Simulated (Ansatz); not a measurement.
**BPd3C (built on the sites of a database entry of AlPt3C): a soft mode frozen in**

Aim: this structure of BPd3C (built on the sites of a database entry of AlPt3C) is to be tested for unstable modes, and one is followed downhill.

Method: DFT PBEsol, scalar-relativistic, plane waves, PAW, in Ansatz 0.2.0.

Most raw output is cut from this account.

The structure was built from a prototype and need not be the compound's stable phase.

## Step 1: Set-up

The structure is cubic, space group Pm-3m (No. 221). Conventional cell: a = 4.004 Å, b = 4.004 Å, c = 4.004 Å, α = 90.00°, β = 90.00°, γ = 90.00°. B has 12 Pd at 2.83 Å nearest. Pd has 2 C at 2.00 Å and 8 Pd at 2.83 Å and 4 B at 2.83 Å nearest. Nearest to C lie 6 Pd at 2.00 Å. Farther neighbours are not listed.

## Step 2: The dispersion

The cell comes from relaxations at this level that are not shown. Stability and thermal properties need the whole zone. Linear response on a 2×2×2 q mesh gives force constants as far as a supercell of that size would.

The input, input.yaml:

```yaml
crystal:
  lattice:
    - [4.0038716247, 0.0, 0.0]
    - [0.0, 4.0038716247, 0.0]
    - [0.0, 0.0, 4.0038716247]
  atoms:
    - { symbol: B, position: [0.0, 0.0, 0.0] }
    - { symbol: Pd, position: [0.0, 0.5, 0.5] }
    - { symbol: Pd, position: [0.5, 0.0, 0.5] }
    - { symbol: Pd, position: [0.5, 0.5, 0.0] }
    - { symbol: C, position: [0.5, 0.5, 0.5] }
kpoints:
  mp_grid: { grid: [8, 8, 8] }
hamiltonian:
  xc: pbesol
scf:
  occupations: { method: methfessel_paxton, width: 0.15 }
output:
  eigenvalues: true
phonons:
  method: dfpt
  qmesh: [2, 2, 2]
  temperatures: { t_max: 1000, t_step: 50 }
  qpath:
    path:
      - [[0.0, 0.0, 0.0], [0.0, 0.5, 0.0], [0.5, 0.5, 0.0], [0.0, 0.0, 0.0], [0.5, 0.5, 0.5], [0.0, 0.5, 0.0]]
      - [[0.5, 0.5, 0.5], [0.5, 0.5, 0.0]]
    npoints: 10
```

On the command line:

```console
> ansatz run input.yaml --threads 8 --pin off --max-ram 14336MiB --backend cpu --events-out ev --progress --plain --runs-dir out
```

It took 91 s on 8 threads of Arm Neoverse V2, shared host; peak memory 1.1 GiB.

Numbers from this step:

| Quantity | Value |
| --- | --- |
| volume per atom | 12.84 Å³ |
| gap on the k-mesh | 0 eV |
| sum-rule residual before enforcement | 6.26e-5 eV/Å² |
| lowest frequency on the path | -294.9 cm⁻¹ |
| point group | m-3m |
| highest frequency on the path or at a solved wavevector | 712.0 cm⁻¹ |
| highest optical mode at the zone centre (no LO-TO term) | 453.4 cm⁻¹ |
| lowest optical zone-centre mode | -294.9 cm⁻¹ |
| lowest mode on the q mesh (acoustic modes at Γ apart) | -294.9 cm⁻¹ |

Frequencies (cm⁻¹) solved at each irreducible wavevector; negative means imaginary. Frequencies by wavevector, by row:

| q in reciprocal lattice units | star | mode 1 | mode 2 | mode 3 | mode 4 | mode 13 | mode 14 | mode 15 |
| --- | --- | --- | --- | --- | --- | --- | --- | --- |
| 0 0 0 | 1 | -294.9 | -294.9 | -294.9 | -98.1 | 453.4 | 453.4 | 453.4 |
| 0 0 -0.5 | 3 | -280.5 | -280.5 | -161.1 | -127 | 458.9 | 458.9 | 688.3 |
| 0 -0.5 -0.5 | 3 | -272.5 | -237.6 | -237.6 | -135.1 | 466.3 | 704.4 | 704.4 |
| -0.5 -0.5 -0.5 | 1 | -252.9 | -252.9 | -252.9 | -119.2 | 712 | 712 | 712 |

Interpolated from a 2×2×2 q mesh, rough between the solved points. Phonon branches along the path, in cm⁻¹:

| point | branch 1 | branch 2 | branch 3 | branch 4 | branch 12 | branch 13 | branch 14 | branch 15 |
| --- | --- | --- | --- | --- | --- | --- | --- | --- |
| Γ | -295 | -295 | -295 | -98 | 57 | 453 | 453 | 453 |
| halfway | -287 | -287 | -240 | -113 | 190 | 456 | 456 | 572 |
| X | -280 | -280 | -161 | -127 | 220 | 459 | 459 | 688 |
| halfway | -277 | -260 | -210 | -130 | 237 | 462 | 588 | 696 |
| M | -272 | -238 | -238 | -135 | 258 | 466 | 704 | 704 |
| halfway | -282 | -261 | -240 | -119 | 211 | 459 | 579 | 581 |
| Γ | -295 | -295 | -295 | -98 | 57 | 453 | 453 | 453 |
| halfway | -261 | -261 | -246 | -121 | 236 | 586 | 586 | 587 |
| R | -253 | -253 | -253 | -119 | 306 | 712 | 712 | 712 |
| halfway | -262 | -261 | -230 | -128 | 260 | 591 | 594 | 702 |
| X | -280 | -280 | -161 | -127 | 220 | 459 | 459 | 688 |
| jump to R | -253 | -253 | -253 | -119 | 306 | 712 | 712 | 712 |
| halfway | -263 | -245 | -245 | -127 | 282 | 597 | 708 | 708 |
| M | -272 | -238 | -238 | -135 | 258 | 466 | 704 | 704 |

Symmetry leaves 4 wavevectors to solve. The lowest mode among them, the acoustic zeros apart, lies at Γ and is imaginary, 294.9i cm⁻¹, so the energy falls along it.

## Step 3: The mode frozen in, largest atomic shift 0 Å

The mode followed lies at q = (0, 0, -0.5) with frequency 280.5i cm⁻¹ and is 2-fold degenerate, one of the unstable modes though not the softest. At small amplitude the distorted cell has space group no. 63 by a symmetry search on the positions. The undistorted cell that holds it gives the zero of energy on the same k mesh.

System of this step: BPd3C (built on the sites of a database entry of AlPt3C). Symmetry: Pm-3m, No. 221, cubic system. The conventional cell has a = 4.004 Å, b = 4.004 Å, c = 4.004 Å, α = 90.00°, β = 90.00°, γ = 90.00°. B has 12 Pd at 2.83 Å nearest. Nearest to Pd lie 2 C at 2.00 Å and 8 Pd at 2.83 Å and 4 B at 2.83 Å. Nearest to C lie 6 Pd at 2.00 Å. Farther neighbours are not listed.

The input, input.yaml:

```yaml
crystal:
  lattice:
    - [4.0038716247, 0.0, 0.0]
    - [0.0, 4.0038716247, 0.0]
    - [0.0, 0.0, 8.0077432494]
  atoms:
    - { symbol: B, position: [0.0, 0.0, 0.5] }
    - { symbol: B, position: [0.0, 0.0, 0.0] }
    - { symbol: Pd, position: [0.0, 0.5, 0.25] }
    - { symbol: Pd, position: [0.0, 0.5, 0.75] }
    - { symbol: Pd, position: [0.5, 0.0, 0.25] }
    - { symbol: Pd, position: [0.5, 0.0, 0.75] }
    - { symbol: Pd, position: [0.5, 0.5, 0.0] }
    - { symbol: Pd, position: [0.5, 0.5, 0.5] }
    - { symbol: C, position: [0.5, 0.5, 0.25] }
    - { symbol: C, position: [0.5, 0.5, 0.75] }
kpoints:
  mp_grid: { grid: [8, 8, 4] }
hamiltonian:
  xc: pbesol
scf:
  occupations: { method: methfessel_paxton, width: 0.15 }
output:
  forces: true
  stress: true
  eigenvalues: true
```

The job ended after 2.5 s (8 threads; peak memory 0.84 GiB; 19 s of CPU time).

Numbers from this step:

| Item | Value |
| --- | --- |
| pressure | 0.002781 GPa |
| energy from the undistorted cell | 0 meV/atom |

The run ends at a pressure of 0.00 GPa.

## Step 4: The mode frozen in, largest atomic shift 0.6 Å

The atoms are moved along the unstable eigenvector, the largest shift by 0.6 Å, with the cell fixed.

input.yaml, the sections that differ from step 3:

```yaml
crystal:
  lattice:
    - [4.0038716247, 0.0, 0.0]
    - [0.0, 4.0038716247, 0.0]
    - [0.0, 0.0, 8.0077432494]
  atoms:
    - { symbol: B, position: [0.1059634545, 0.1059634545, 0.5] }
    - { symbol: B, position: [-0.1059634545, -0.1059634545, 0.0] }
    - { symbol: Pd, position: [0.0, 0.5, 0.25] }
    - { symbol: Pd, position: [0.0, 0.5, 0.75] }
    - { symbol: Pd, position: [0.5, 0.0, 0.25] }
    - { symbol: Pd, position: [0.5, 0.0, 0.75] }
    - { symbol: Pd, position: [0.5081200557, 0.5081200557, 0.0] }
    - { symbol: Pd, position: [0.4918799443, 0.4918799443, 0.5] }
    - { symbol: C, position: [0.5, 0.5, 0.25] }
    - { symbol: C, position: [0.5, 0.5, 0.75] }
# kpoints, hamiltonian, scf, output: as in step 3
```

Wall time 3.8 s (8 threads); peak memory 0.93 GiB; 29 s of CPU time.

This step gave:

- pressure: 3.651 GPa
- energy from the undistorted cell: -90.67 meV/atom

The energy, extrapolated to zero smearing, is -90.67 meV/atom against the undistorted cell.

The run ends at a pressure of 3.65 GPa, with forces up to 0.91 eV/Å.

## Step 5: Energy along the mode, all amplitudes (two of the runs are shown above)

An imaginary frequency means negative curvature, so the energy should fall and then rise again as anharmonic terms take over.

This step gave:

| Property | Result |
| --- | --- |
| depth at the lowest point sampled | 90.67 meV/atom |
| largest atomic shift at that point | 0.6 Å |

Table of energy from the parent by largest atomic shift:

| largest atomic shift (Å) | energy from the parent (meV/atom) |
| --- | --- |
| 0.000 | 0 |
| 0.040 | -0.529 |
| 0.080 | -2.11 |
| 0.140 | -6.41 |
| 0.220 | -15.6 |
| 0.320 | -31.9 |
| 0.450 | -58.7 |
| 0.600 | -90.7 |

Displacement at unit largest shift by atom:

| atom | x (Å) | y (Å) | z (Å) | size |
| --- | --- | --- | --- | --- |
| B1 | 0.707 | 0.707 | 0.000 | 1.000 |
| B2 | -0.707 | -0.707 | 0.000 | 1.000 |
| Pd3 | 0.000 | 0.000 | 0.000 | 0.000 |
| Pd4 | 0.000 | 0.000 | 0.000 | 0.000 |
| Pd5 | 0.000 | 0.000 | 0.000 | 0.000 |
| Pd6 | 0.000 | 0.000 | 0.000 | 0.000 |
| Pd7 | 0.054 | 0.054 | 0.000 | 0.076 |
| Pd8 | -0.054 | -0.054 | 0.000 | 0.076 |
| C9 | 0.000 | 0.000 | 0.000 | 0.000 |
| C10 | 0.000 | 0.000 | 0.000 | 0.000 |

The lowest of the steps tried is the last one, at 0.6 Å, 90.7 meV/atom below the parent; the bottom of the well need not coincide with a step.

## Step 6: Relaxing from the distorted cell

Starting from the lowest point found, all atoms and the cell are let go, so that strain and other modes of the same symmetry can join in.

input.yaml, as its differences from that of step 4:

```diff
@@ -26 +26,6 @@
   eigenvalues: true
+relax:
+  adjacent_minimum: "off"
+  f_tol: 0.002
+  max_steps: 120
+  cell: { stress_tol: 0.03 }
```

It took 68 s on 8 threads; peak memory 1 GiB.

Relaxation path:

| step | energy less that of the first step (eV) | largest force component (eV/Å) | pressure (GPa) | volume (Å³) |
| --- | --- | --- | --- | --- |
| 1 | 0.0000 | 0.6432 | 3.65 | 128.37 |
| 2 | -0.4890 | 0.5348 | -0.44 | 132.35 |
| 3 | -0.8403 | 0.4062 | 0.37 | 133.55 |
| 4 | -0.9961 | 0.7262 | -0.02 | 135.04 |
| 5 | -1.2005 | 0.3981 | -1.89 | 136.19 |
| 6 | -1.0839 | 0.8112 | 0.32 | 134.97 |
| 7 | -1.2791 | 0.0370 | -0.26 | 134.42 |
| 8 | -1.2864 | 0.0359 | 0.26 | 134.19 |
| 9 | -1.2868 | 0.0088 | -0.12 | 134.47 |
| 10 | -1.2869 | 0.0016 | 0.01 | 134.38 |
| 11* | -1.3648 | 0.0129 | 0.92 | 134.38 |
| 12 | -1.3840 | 0.0045 | 0.38 | 135.18 |
| 13 | -1.3838 | 0.0099 | -0.54 | 136.36 |
| 14 | -1.3866 | 0.0017 | 0.00 | 135.75 |
| 15* | -1.3880 | 0.0017 | -0.01 | 135.75 |

Relaxation steps marked * repeat the geometry before them on a plane-wave basis chosen anew for their cell, so energy and pressure can jump there. Relaxation step 6 was tried and not accepted.

The run keeps the 8 symmetry operations that it works with, so distortions that break them were not tested.

| cell as run | before | after | change |
| --- | --- | --- | --- |
| a (Å) | 4.004 | 4.243 | +6.0 % |
| b (Å) | 4.004 | 4.243 | +6.0 % |
| c (Å) | 8.008 | 7.768 | -3.0 % |
| γ (°) | 90.00 | 76.09 | -15.5 % |
| volume (Å³/atom) | 12.84 | 13.57 | +5.7 % |

The atoms that moved most (Å, as changes of fractional coordinates times the final cell):

| atom | dx | dy | dz | length |
| --- | --- | --- | --- | --- |
| B2 | -0.576 | -0.576 | 0.000 | 0.814 |
| B1 | 0.576 | 0.576 | 0.000 | 0.814 |
| Pd7 | -0.270 | -0.270 | 0.000 | 0.382 |
| Pd8 | 0.270 | 0.270 | 0.000 | 0.382 |

The relaxed structure:

```xyz
10
Lattice="4.2118 0.5138 0.0000 0.5138 4.2118 0.0000 0.0000 0.0000 7.7679" Properties=species:S:1:pos:R:3 pbc="T T T"
B     1.0765    1.0765    3.8839
B    -1.0765   -1.0765    0.0000
Pd    0.2569    2.1059    1.9420
Pd    0.2569    2.1059    5.8259
Pd    2.1059    0.2569    1.9420
Pd    2.1059    0.2569    5.8259
Pd    2.1314    2.1314    0.0000
Pd    2.5943    2.5943    3.8839
C     2.3628    2.3628    1.9420
C     2.3628    2.3628    5.8259
```

Numbers from this step:

```yaml
pressure: -0.01026 GPa
volume_per_atom: 13.57 Å³
```

The distorted start has space group Cmcm; the relaxation ends in Cmcm.

## Step 7: Outcome

| Quantity | Value |
| --- | --- |
| unstable mode of the parent | q = (0, 0, -0.5), 280i cm⁻¹ |
| depth at the lowest point sampled | 90.7 meV/atom |
| largest atomic shift at that point | 0.6 Å |
| space group reached (within 0.01 Å) | Cmcm |
| energy gained over the parent (first relaxation, on the mesh of the frozen mode) | 229 meV/atom |
| volume per atom, phase reached | 13.6 Å³ |

In words: Along this mode the structure falls into Cmcm, 229 meV/atom below the parent. At the parent's cell the well is 90.67 meV/atom deep on the steps tried, with its lowest point at a shift of 0.6 Å. That is the last step tried, so the steps alone don't bracket the bottom of the well. Relaxing atoms and cell changes the gain by +138.61 meV/atom against the lowest step (energies at zero smearing). Most of the total comes from this relaxation. The modes of the phase reached were not computed on this path. Of the 6 patterns followed to their end from this parent, this one ends 264 meV/atom above the lowest, Amm2. Another end point lies within 1 meV/atom; how such a difference moves with mesh and cutoff was not tested. Each path keeps the symmetry of its pattern, so a lower phase may lie along a pattern not tried. The q mesh stands for a supercell only 8.0 Å across, so branches between the solved wavevectors are rough. With no gap, or one that is small against the smearing, the frequencies hang on the k mesh and the smearing, most of all near Kohn anomalies. The phonon runs are without spin polarisation, although the cell has an odd electron count. A phonon run warned that its eigensolver left some bands unconverged in a pass. The starting cell was built on a prototype and not taken from a measurement, so the phase need not exist.

[Logs are printed without paths, hosts, clocks, repeated set-up lines and the standing remarks that a program may print on its own settings, such as how far it seeks lower states.]

[Hosts, paths, dates, database ids (printed as entryN), source tags and the programs' standing remarks are cut or masked in the printed files.]
